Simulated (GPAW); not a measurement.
## An RPA energy curve for BaAlGeH (P3m1)

Where does RPA put the minimum of BaAlGeH (P3m1), against the functional it starts from?

Program: GPAW 26.7.0. Level of theory: LDA and many-body steps on it, plane waves. Values are calculated unless marked as measured.

**1. Set-up**

The structure is trigonal, space group P3m1 (No. 156). Conventional cell: a = 4.345 Å, b = 4.345 Å, c = 5.216 Å, α = 90.00°, β = 90.00°, γ = 120.00°. Nearest to Ba lie 3 H at 2.60 Å. Nearest to Al lie 1 H at 1.73 Å and 3 Ge at 2.55 Å. Nearest to Ge lie 3 Al at 2.55 Å. Nearest to H lie 1 Al at 1.73 Å and 3 Ba at 2.60 Å. Farther neighbours, and contacts between anions beyond the nearest, are not listed.

The cell and positions come from the Crystallography Open Database and are kept as given unless a step says otherwise.

**2. Ground state**

This step: GPAW 26.7.0; DFT, LDA, plane waves, PAW.

The ground-state density comes first.

File run.py:

```python
import json
import numpy as np
from gpaw.mpi import world
from ase import Atoms
from gpaw import GPAW, PW, FermiDirac

atoms = Atoms(['Ba', 'Al', 'Ge', 'H'],
    cell=[[4.3448400000, 0.0000000000, 0.0000000000],
      [-2.1724200000, 3.7627418154, 0.0000000000],
      [0.0000000000, 0.0000000000, 5.2160600000]],
    scaled_positions=[[0.0000000000, 0.0000000000, 0.0000000000],
      [0.6666666667, 0.3333333333, 0.5395000000],
      [0.3333333333, 0.6666666667, 0.4551000000],
      [0.6666666667, 0.3333333333, 0.8703000000]],
    pbc=(True, True, True))
calc = GPAW(mode=PW(600),
    xc='LDA',
    kpts={'size': (6, 6, 6), 'gamma': True},
    occupations=FermiDirac(0.001),
    nbands=-8,
    convergence={'density': 1e-6, 'bands': -3},
    maxiter=100,
    txt='gs.txt')
atoms.calc = calc
res = {'energy': atoms.get_potential_energy()}
kpts = calc.get_ibz_k_points()
res['kpts'] = kpts
res['eigenvalues'] = [calc.get_eigenvalues(kpt=k) for k in range(len(kpts))]
res['n_electrons'] = calc.get_number_of_electrons()
calc.write('gs.gpw')

if world.rank == 0:
    with open('result.json', 'w') as f:
        json.dump(res, f, default=lambda x: x.tolist())
```

Launch:

```bash
$ mpirun -n 4 gpaw python run.py
```

Log:

```text
__  _  _
 | _ |_)|_||  |
 |__||  | ||/\| - 26.7.0

Input parameters:
  mode=PW(ecut=600.0),
  convergence={'density': 1e-06, 'bands': -3},
  kpts=MonkhorstPack(size=(6, 6, 6), gamma=True),
  maxiter=100,
  nbands=-8,
  occupations=Occupations(name='fermi-dirac', width=0.001, fixmagmom=False),
  xc=XC(name='LDA')
  [... matrices ...]
Diagonalizing LCAO Hamiltonian
Converting LCAO to pw mode

             H

         Ge  Al

       Ba

Atoms  # Å, Bohr magnetons
|   | symbol |         x |        y |        z |    initial magnetic moments |
| 0 |     Ba |  0.000000 | 0.000000 | 0.000000 | ( 0.0000,  0.0000,  0.0000) |
| 1 |     Al |  2.172420 | 1.254247 | 2.814064 | ( 0.0000,  0.0000,  0.0000) |
| 2 |     Ge | -0.000000 | 2.508495 | 2.373829 | ( 0.0000,  0.0000,  0.0000) |
| 3 |      H |  2.172420 | 1.254247 | 4.539537 | ( 0.0000,  0.0000,  0.0000) |

Unit cell  # Å
| periodic |         x |        y |        z |  lengths |     angles |
|      yes |  4.344840 | 0.000000 | 0.000000 | 4.344840 |  90.000000 |
|      yes | -2.172420 | 3.762742 | 0.000000 | 4.344840 |  90.000000 |
|      yes |  0.000000 | 0.000000 | 5.216060 | 5.216060 | 120.000000 |

Number of symmetries: 6
Symmetry operations  # r_c * U_cc + t_c -> r_c
|   | kind |            matrix            |
| 0 |  σ   |  1, 1, 0,  0,-1, 0,  0, 0, 1 |
| 1 |  E   |  1, 0, 0,  0, 1, 0,  0, 0, 1 |
| 2 |  C3  |  0, 1, 0, -1,-1, 0,  0, 0, 1 |
| 3 |  σ   |  0,-1, 0, -1, 0, 0,  0, 0, 1 |
| 4 |  σ   | -1, 0, 0,  1, 1, 0,  0, 0, 1 |
| 5 |  C3  | -1,-1, 0,  1, 0, 0,  0, 0, 1 |

BZ-sampling:
  Number of BZ points: 216
  Number of IBZ points: 34

  Monkhorst-Pack size: [6, 6, 6]
  Monkhorst-Pack shift: [0.083333, 0.083333, 0.083333]

K-points  # in reciprocal-cell coordinates
|     |                                coordinates |     weight |
|   0 | (  0.00000000,   0.00000000,   0.00000000) | 0.00462963 |
|   1 | (  0.00000000,   0.00000000,   0.16666667) | 0.00925926 |
|   2 | (  0.00000000,   0.00000000,   0.33333333) | 0.00925926 |
[...]
|   9 | (  0.16666667,   0.00000000,   0.50000000) | 0.02777778 |
| ... |                                            |            |
|  33 | (  0.50000000,   0.50000000,   0.50000000) | 0.01388889 |

Plane wave coefficients: 2879
Cutoff: 600.0 eV

Spin-components: 1 (collinear spins)
Bands:           17
Projectors:      19
Spin-degeneracy: 2
Datatype:        complex128

  Storage: CPU
  Wave functions: 26_329_056 bytes (6_582_264 per core)
  Projectors: 49_560_576 bytes (12_390_144 per core)
  [... matrices ...]
Parallelization:
  kpt:    4
  domain: 1
  band:   1

Density:
  Valence electrons: 18.0
  Components: 1
  Grid points: [25 25 30]
  Charge: 0.0  # |e|

Potential:
  Grid points: [25 25 30]

species:
  Ba:
[...]
|   4p |  2.000 |      -4.047 |    1.005 |
    |    s |        |      15.272 |    1.005 |
    |    p |        |      23.164 |    1.005 |
    |    d |        |       0.000 |    1.005 |

    Using partial waves for Ge as LCAO basis

  H:
    name:    Hydrogen
    Z:       1.0
    valence: 1
    core:    0
    charge:  0.0  # [|e|]
    compensation charges:
      type: gauss
      rc: 0.15  # [Å]
      lmax: 2
    cutoffs:
      filter: 0.85  # [Å]
      core: 0.53  # [Å]
    projectors
    | kind |    occ | energy [eV] | rcut [Å] |
    |   1s |  1.000 |      -6.353 |    0.476 |
    |    s |        |      20.858 |    0.476 |
    |    p |        |       0.000 |    0.476 |

    Using partial waves for H as LCAO basis

Reference energy: -284716.141532  # eV

eigensolver:
  PPCG
  Converge bands: -3
  niter=2

density mixing:
  MSR1-Mixer
  Pratt-step length: 0.05
  Maximum mixing coefficient: 0.75
  Old densities: 10
  SVD Regularization: 0.005
  Good broyden scale: 1.0
  Trust region scale: 1.0
  Backstep threshold: 4.0
  History deletion threshold: 6.0
  Fourier metric: weight=20.0, sigma=0.015

occupation numbers:
  Fermi-Dirac:
    width: 0.0010  # eV

poisson solver:
  ecut: 4800.0  # eV

xc functional:
  name: None

Initialization done in: 0.796 s

convergence criteria:
- Maximum integral of absolute [dens]ity change: 1e-06 electrons / valence electron
- Maximum [total energy] change in last 3 cyles: 0.0005 eV / valence electron
- Maximum integral of absolute [eigenst]ate change: 4e-08 eV^2 / valence electron
maximum number of iterations: 100

SCF iterations
|iter     |     time |      energy | eigst |  dens |
|iter:   1|  |  -18.018738 | +0.89 |       |
|iter:   2|  |  -17.926076 | +0.01 | -0.96 |
|iter:   3|  |  -17.396474 | -0.69 | -1.00 |
|iter:   4|  |  -17.360889 | -1.39 | -1.54 |
|iter:   5|  |  -17.359486 | -2.01 | -2.16 |
|iter:   6|  |  -17.359356c| -3.27 | -2.44 |
|iter:   7|  |  -17.359356c| -3.90 | -3.22 |
|iter:   8|  |  -17.359356c| -3.83 | -3.70 |
|iter:   9|  |  -17.359356c| -5.86 | -4.10 |
|iter:  10|  |  -17.359356c| -6.85 | -5.10 |
|iter:  11|  |  -17.359356c| -7.58c| -5.77 |
|iter:  12|  |  -17.359356c| -8.29c| -6.39c|

Converged in 12 steps
SCF loop duration: 5.466 s (0.456 s/step)
Energy contributions relative to reference atoms: (reference = -284716.141532)
  [... matrices ...]
Energy contributions:
  Kinetic:          20.798876
  Coulomb:         -16.445538
  Zero:             -0.055955
  External:          0.000000
  Xc:              -21.656739
  Entropy:          -0.000000
  Spinorbit:         0.000000
  ----------------------------
  Free energy:     -17.359356
  Extrapolated:    -17.359356

dipole moment: (-12.729696, -22.916775, -31.161782)  # |e|*Ang

Fermi level: 6.654
Eigenvalues  # (at kpt = [0.000, 0.000, 0.000])
| band index |      eig [eV] | occ [0-2] |
|          0 |       -21.341 |     2.000 |
|          1 |        -6.712 |     2.000 |
|          2 |        -6.340 |     2.000 |
[...]
|         15 |        10.350 |     0.000 |
|         16 |        10.434 |     0.000 |

Gap: 0.756 eV
Transition (v -> c):
  (s=0, k=3, n=8, [0.00, 0.00, 0.50]) -> (s=0, k=31, n=9, [0.50, 0.50, 0.17])
Direct/indirect transitions are different
Direct gap: 1.260 eV
Transition at: (s=0, k=3, n=8, [0.00, 0.00, 0.50])
# Writing to gs.gpw (mode='')
  [... matrices ...]
```

It took 7.7 s on 4 MPI ranks of Arm Neoverse V2, shared host; peak memory 0.72 GiB; 30 s of CPU time.

This step gave:

| Quantity | Value |
| --- | --- |
| total energy | -17.36 eV |
| gap | 0.7563 eV |
| k of the valence top | 0, 0, 0.5 |
| k of the conduction bottom | 0.5, 0.5, 0.1667 |
| least direct gap | 1.260 eV |

The gap is indirect, with the least direct gap 0.50 eV higher.

**3. Empty states on the mesh**

The sums over transitions need many empty states on a uniform mesh; this step solves for them.

Changes to run.py since step 2:

```diff
@@ -17,10 +17,12 @@
     xc='LDA',
-    kpts={'size': (6, 6, 6), 'gamma': True},
+    kpts={'size': (3, 3, 2), 'gamma': True},
     occupations=FermiDirac(0.001),
-    nbands=-8,
-    convergence={'density': 1e-6, 'bands': -3},
-    maxiter=100,
-    txt='gs.txt')
+    convergence={'density': 1e-6},
+    parallel={'domain': 1, 'band': 1},
+    txt='nscf.txt')
 atoms.calc = calc
-res = {'energy': atoms.get_potential_energy()}
+atoms.get_potential_energy()
+calc.diagonalize_full_hamiltonian(nbands=438)
+calc.write('full.gpw', mode='all')
+res = {}
 kpts = calc.get_ibz_k_points()
@@ -29,3 +31,2 @@
 res['n_electrons'] = calc.get_number_of_electrons()
-calc.write('gs.gpw')
```

Launch:

```bash
$ mpirun -n 4 gpaw python run.py
```

Log:

```text
__  _  _
 | _ |_)|_||  |
 |__||  | ||/\| - 26.7.0

Input parameters:
  mode=PW(ecut=600.0),
  convergence={'density': 1e-06},
  kpts=MonkhorstPack(size=(3, 3, 2), gamma=True),
  occupations=Occupations(name='fermi-dirac', width=0.001, fixmagmom=False),
  parallel={'domain': 1, 'band': 1},
  xc=XC(name='LDA')
  [... matrices ...]
Diagonalizing LCAO Hamiltonian
Converting LCAO to pw mode

             H

         Ge  Al

       Ba

Atoms  # Å, Bohr magnetons
|   | symbol |         x |        y |        z |    initial magnetic moments |
| 0 |     Ba |  0.000000 | 0.000000 | 0.000000 | ( 0.0000,  0.0000,  0.0000) |
| 1 |     Al |  2.172420 | 1.254247 | 2.814064 | ( 0.0000,  0.0000,  0.0000) |
| 2 |     Ge | -0.000000 | 2.508495 | 2.373829 | ( 0.0000,  0.0000,  0.0000) |
| 3 |      H |  2.172420 | 1.254247 | 4.539537 | ( 0.0000,  0.0000,  0.0000) |

Unit cell  # Å
| periodic |         x |        y |        z |  lengths |     angles |
|      yes |  4.344840 | 0.000000 | 0.000000 | 4.344840 |  90.000000 |
|      yes | -2.172420 | 3.762742 | 0.000000 | 4.344840 |  90.000000 |
|      yes |  0.000000 | 0.000000 | 5.216060 | 5.216060 | 120.000000 |

Number of symmetries: 6
Symmetry operations  # r_c * U_cc + t_c -> r_c
|   | kind |            matrix            |
| 0 |  σ   |  1, 1, 0,  0,-1, 0,  0, 0, 1 |
| 1 |  E   |  1, 0, 0,  0, 1, 0,  0, 0, 1 |
| 2 |  C3  |  0, 1, 0, -1,-1, 0,  0, 0, 1 |
| 3 |  σ   |  0,-1, 0, -1, 0, 0,  0, 0, 1 |
| 4 |  σ   | -1, 0, 0,  1, 1, 0,  0, 0, 1 |
| 5 |  C3  | -1,-1, 0,  1, 0, 0,  0, 0, 1 |

BZ-sampling:
  Number of BZ points: 18
  Number of IBZ points: 6

  Monkhorst-Pack size: [3, 3, 2]
  Monkhorst-Pack shift: [0.0, 0.0, 0.25]

K-points  # in reciprocal-cell coordinates
|   |                                coordinates |     weight |
| 0 | (  0.00000000,   0.00000000,   0.00000000) | 0.05555556 |
| 1 | (  0.00000000,   0.00000000,   0.50000000) | 0.05555556 |
| 2 | (  0.33333333,   0.00000000,   0.00000000) | 0.33333333 |
| 3 | (  0.33333333,   0.00000000,   0.50000000) | 0.33333333 |
| 4 | (  0.33333333,   0.33333333,   0.00000000) | 0.11111111 |
| 5 | (  0.33333333,   0.33333333,   0.50000000) | 0.11111111 |

Plane wave coefficients: 2850
Cutoff: 600.0 eV

Spin-components: 1 (collinear spins)
Bands:           14
Projectors:      19
Spin-degeneracy: 2
Datatype:        complex128

  Storage: CPU
  Wave functions: 3_826_368 bytes (956_592 per core)
  Projectors: 8_745_984 bytes (2_186_496 per core)
  [... matrices ...]
Parallelization:
  kpt:    4
  domain: 1
  band:   1

Density:
  Valence electrons: 18.0
  Components: 1
  Grid points: [25 25 30]
  Charge: 0.0  # |e|

Potential:
  Grid points: [25 25 30]

species:
  Ba:
    name:    Barium
    Z:       56.0
    valence: 10
    core:    46
[...]
|    s |        |      15.272 |    1.005 |
    |    p |        |      23.164 |    1.005 |
    |    d |        |       0.000 |    1.005 |

    Using partial waves for Ge as LCAO basis

  H:
    name:    Hydrogen
    Z:       1.0
    valence: 1
    core:    0
    charge:  0.0  # [|e|]
    compensation charges:
      type: gauss
      rc: 0.15  # [Å]
      lmax: 2
    cutoffs:
      filter: 0.85  # [Å]
      core: 0.53  # [Å]
    projectors
    | kind |    occ | energy [eV] | rcut [Å] |
    |   1s |  1.000 |      -6.353 |    0.476 |
    |    s |        |      20.858 |    0.476 |
    |    p |        |       0.000 |    0.476 |

    Using partial waves for H as LCAO basis

Reference energy: -284716.141532  # eV

eigensolver:
  PPCG
  Converge bands: occupied
  niter=2

density mixing:
  MSR1-Mixer
  Pratt-step length: 0.05
  Maximum mixing coefficient: 0.75
  Old densities: 10
  SVD Regularization: 0.005
  Good broyden scale: 1.0
  Trust region scale: 1.0
  Backstep threshold: 4.0
  History deletion threshold: 6.0
  Fourier metric: weight=20.0, sigma=0.015

occupation numbers:
  Fermi-Dirac:
    width: 0.0010  # eV

poisson solver:
  ecut: 4800.0  # eV

xc functional:
  name: None

Initialization done in: 0.716 s

convergence criteria:
- Maximum integral of absolute [dens]ity change: 1e-06 electrons / valence electron
- Maximum [total energy] change in last 3 cyles: 0.0005 eV / valence electron
- Maximum integral of absolute [eigenst]ate change: 4e-08 eV^2 / valence electron
maximum number of iterations: 333

SCF iterations
|iter     |     time |      energy | eigst |  dens |
|iter:   1|  |  -17.814392 | -0.26 |       |
|iter:   2|  |  -17.715985 | -2.17 | -0.94 |
|iter:   3|  |  -17.155619 | -1.59 | -0.98 |
|iter:   4|  |  -17.129417 | -2.55 | -1.55 |
|iter:   5|  |  -17.128327 | -4.03 | -2.15 |
|iter:   6|  |  -17.128199c| -5.09 | -2.45 |
|iter:   7|  |  -17.128199c| -6.47 | -3.30 |
|iter:   8|  |  -17.128200c| -7.68c| -3.69 |
|iter:   9|  |  -17.128200c| -7.64c| -4.20 |
|iter:  10|  |  -17.128200c| -8.44c| -5.08 |
|iter:  11|  |  -17.128200c| -9.26c| -5.78 |
|iter:  12|  |  -17.128200c| -9.90c| -6.19c|

Converged in 12 steps
SCF loop duration: 1.250 s (0.104 s/step)
Energy contributions relative to reference atoms: (reference = -284716.141532)
  [... matrices ...]
Energy contributions:
  Kinetic:          20.231264
  Coulomb:         -15.601234
  Zero:             -0.055283
  External:          0.000000
  Xc:              -21.702946
  Entropy:          -0.000000
  Spinorbit:         0.000000
  ----------------------------
  Free energy:     -17.128200
  Extrapolated:    -17.128200

dipole moment: (-12.714369, -22.919940, -31.153783)  # |e|*Ang

Fermi level: 6.658
Eigenvalues  # (at kpt = [0.000, 0.000, 0.000])
| band index |      eig [eV] | occ [0-2] |
|          0 |       -21.358 |     2.000 |
|          1 |        -6.730 |     2.000 |
|          2 |        -6.354 |     2.000 |
[...]
|         12 |        10.345 |     0.000 |
|         13 |        10.345 |     0.000 |

Gap: 1.071 eV
Transition (v -> c):
  (s=0, k=1, n=8, [0.00, 0.00, 0.50]) -> (s=0, k=0, n=9, [0.00, 0.00, 0.00])
Direct/indirect transitions are different
Direct gap: 1.262 eV
Transition at: (s=0, k=1, n=8, [0.00, 0.00, 0.50])
Matrix size: 2847x2847
# Writing to full.gpw (mode='all')
  [... matrices ...]
```

It took 41 s on 4 MPI ranks; peak memory 2.9 GiB; 2.7 min of CPU time.

Read from the output:

- gap: 1.071 eV
- k of the valence top: 0, 0, 0.5
- k of the conduction bottom: 0, 0, 0
- least direct gap: 1.262 eV
- k points computed: 6
- lowest point of the top converged band, above the valence top: 158.7188 eV

On this mesh the gap is 1.071 eV. The earlier step found 0.756 eV, so this mesh misses an edge.

**4. EXX and RPA energies**

The RPA correlation energy is summed at several response cutoffs, since it converges slowly from above.

This step: EXX+RPA on LDA, plane waves, PAW.

File run.py:

```python
import json
import numpy as np
from gpaw.mpi import world
from gpaw.hybrids.energy import non_self_consistent_energy
from gpaw.xc.rpa import RPACorrelation

exx = non_self_consistent_energy('full.gpw', 'EXX')
ecut = [93.6, 109.2, 124.8, 140.4, 156.0]
rpa = RPACorrelation('full.gpw', ecut=ecut, nfrequencies=10, skip_gamma=False, txt='rpa.txt')
res = {'exx_terms': exx, 'ec': rpa.calculate()}

if world.rank == 0:
    with open('result.json', 'w') as f:
        json.dump(res, f, default=lambda x: x.tolist())
```

Launch:

```bash
$ mpirun -n 4 gpaw python run.py
```

Log:

```text
----------------------------------------------------------
Non-self-consistent RPA correlation energy
----------------------------------------------------------

Atoms                          : HAlBaGe
Ground state XC functional     : LDA
Valence electrons              : 18
Number of bands                : 438
Number of spins                : 1
Number of k-points             : 18
Number of irreducible k-points : 6
Number of irreducible q-points : 6

    q: [0.0000 0.0000 0.0000] - weight: 0.056
    q: [0.0000 0.0000 0.5000] - weight: 0.056
    q: [0.3333 0.0000 0.0000] - weight: 0.333
    q: [0.3333 0.0000 0.5000] - weight: 0.333
    q: [0.3333 0.3333 0.0000] - weight: 0.111
    q: [0.3333 0.3333 0.5000] - weight: 0.111

----------------------------------------------------------
----------------------------------------------------------

Analytical coupling constant integration

Frequencies
    Gauss-Legendre integration with 10 frequency points
    Transformed from [0,oo] to [0,1] using e^[-aw^(1/B)]
    Highest frequency point at 800.0 eV and B=2.0

Parallelization
    Total number of CPUs          : 4
    G-vector decomposition        : 1
    K-point/band decomposition    : 4

Response function bands : Equal to number of plane waves
Plane wave cutoffs (eV) : 93.600 109.200 124.800 140.400 156.000
No Coulomb truncation

# 0
q = [0.000 0.000 0.000]
E_cut = 93 eV / Bands = 171:
E_c(q) = -28.544 eV
E_cut = 109 eV / Bands = 225:
E_c(q) = -29.657 eV
E_cut = 124 eV / Bands = 273:
E_c(q) = -30.268 eV
[...]
# 1
q = [0.000 0.000 0.500]
[...]
# 2
q = [0.333 0.000 0.000]
[...]
# 3
q = [0.333 0.000 0.500]
[...]
# 4
q = [0.333 0.333 0.000]
[...]
# 5
q = [0.333 0.333 0.500]
[...]
E_cut = 140 eV / Bands = 330:
E_c(q) = -21.467 eV
E_cut = 156 eV / Bands = 366:
E_c(q) = -21.751 eV

==========================================================

Total correlation energy:
    94:   -20.5058 eV
   109:   -21.3676 eV
   125:   -22.0415 eV
   140:   -22.5651 eV
   156:   -22.9778 eV

Extrapolated energies:
    94 - 109:  -24.680 eV
   109 - 125:  -25.080 eV
   125 - 140:  -25.275 eV
   140 - 156:  -25.388 eV
```

The job ended after 97 s (4 MPI ranks; peak memory 1.7 GiB).

Read from the output:

* EXX total energy: -169.9160 eV
* DFT energy on this mesh: -17.13 eV
* RPA correlation, extrapolated: -25.24 eV
* EXX+RPA energy: -195.1518 eV

Extrapolated over the last four rungs as cutoff^-3/2; the ladder scales with the cell. RPA ladder, by row:

```tsv
response cutoff (eV)	correlation energy (eV)
93.6	-20.51
109.2	-21.37
124.8	-22.04
140.4	-22.57
156	-22.98
```

**5. EXX and RPA energies, volume -5%**

The cell differs from the one that the last finished run ended in (a 4.345 → 4.271 Å, b 4.345 → 4.271 Å, c 5.216 → 5.128 Å).

Changes to run.py since step 4:

```diff
@@ -7,3 +7,3 @@
 exx = non_self_consistent_energy('full.gpw', 'EXX')
-ecut = [93.6, 109.2, 124.8, 140.4, 156.0]
+ecut = [96.856, 112.999, 129.141, 145.284, 161.427]
 rpa = RPACorrelation('full.gpw', ecut=ecut, nfrequencies=10, skip_gamma=False, txt='rpa.txt')
```

Launch:

```bash
$ mpirun -n 4 gpaw python run.py
```

Log:

```text
----------------------------------------------------------
Non-self-consistent RPA correlation energy
----------------------------------------------------------

Atoms                          : HAlBaGe
Ground state XC functional     : LDA
Valence electrons              : 18
Number of bands                : 438
Number of spins                : 1
Number of k-points             : 18
Number of irreducible k-points : 6
Number of irreducible q-points : 6

    q: [0.0000 0.0000 0.0000] - weight: 0.056
    q: [0.0000 0.0000 0.5000] - weight: 0.056
[...]
# 1
q = [0.000 0.000 0.500]
[...]
# 2
q = [0.333 0.000 0.000]
[...]
# 3
q = [0.333 0.000 0.500]
[...]
# 4
q = [0.333 0.333 0.000]
[...]
# 5
q = [0.333 0.333 0.500]
[...]
E_cut = 145 eV / Bands = 330:
E_c(q) = -21.660 eV
E_cut = 161 eV / Bands = 366:
E_c(q) = -21.937 eV

==========================================================

Total correlation energy:
    97:   -20.7158 eV
   113:   -21.5700 eV
   129:   -22.2315 eV
   145:   -22.7454 eV
   161:   -23.1481 eV

Extrapolated energies:
    97 - 113:  -24.853 eV
   113 - 129:  -25.215 eV
   129 - 145:  -25.404 eV
   145 - 161:  -25.500 eV
```

The job ended after 97 s (4 MPI ranks; peak memory 1.6 GiB).

Read from the output:

```yaml
exx_total_energy: -169.7557 eV
dft_energy_on_this_mesh: -17.16 eV
rpa_correlation_extrapolated: -25.36 eV
exx_rpa_energy: -195.1184 eV
```

[end of part 1 of 2]

[Long decimals in the printed logs are rounded to 6 places.]

[Logs are printed without paths, hosts, clocks, repeated set-up lines and the standing remarks that a program may print on its own settings, such as how far it seeks lower states.]

[Paths, hosts, dates, memory and timing lines, banners, echoed tables and standing remarks are left out of the program output; an Ansatz launch command may be rebuilt from the run's recorded settings. Measured values are a selection of at most five: reports struck by readers or far from the other reports are left out. None is set beside runs whose start may be inverted or whose files or cutoffs have a known fault.]

[Runs of the session that timed out or met a known fault of the program may be left out.]

[Hosts, paths, dates, database ids (printed as entryN), source tags and the programs' standing remarks are cut or masked in the printed files.]

[Where the starting crystal was built by hand or by swapping elements, it need not be the compound's stable phase.]
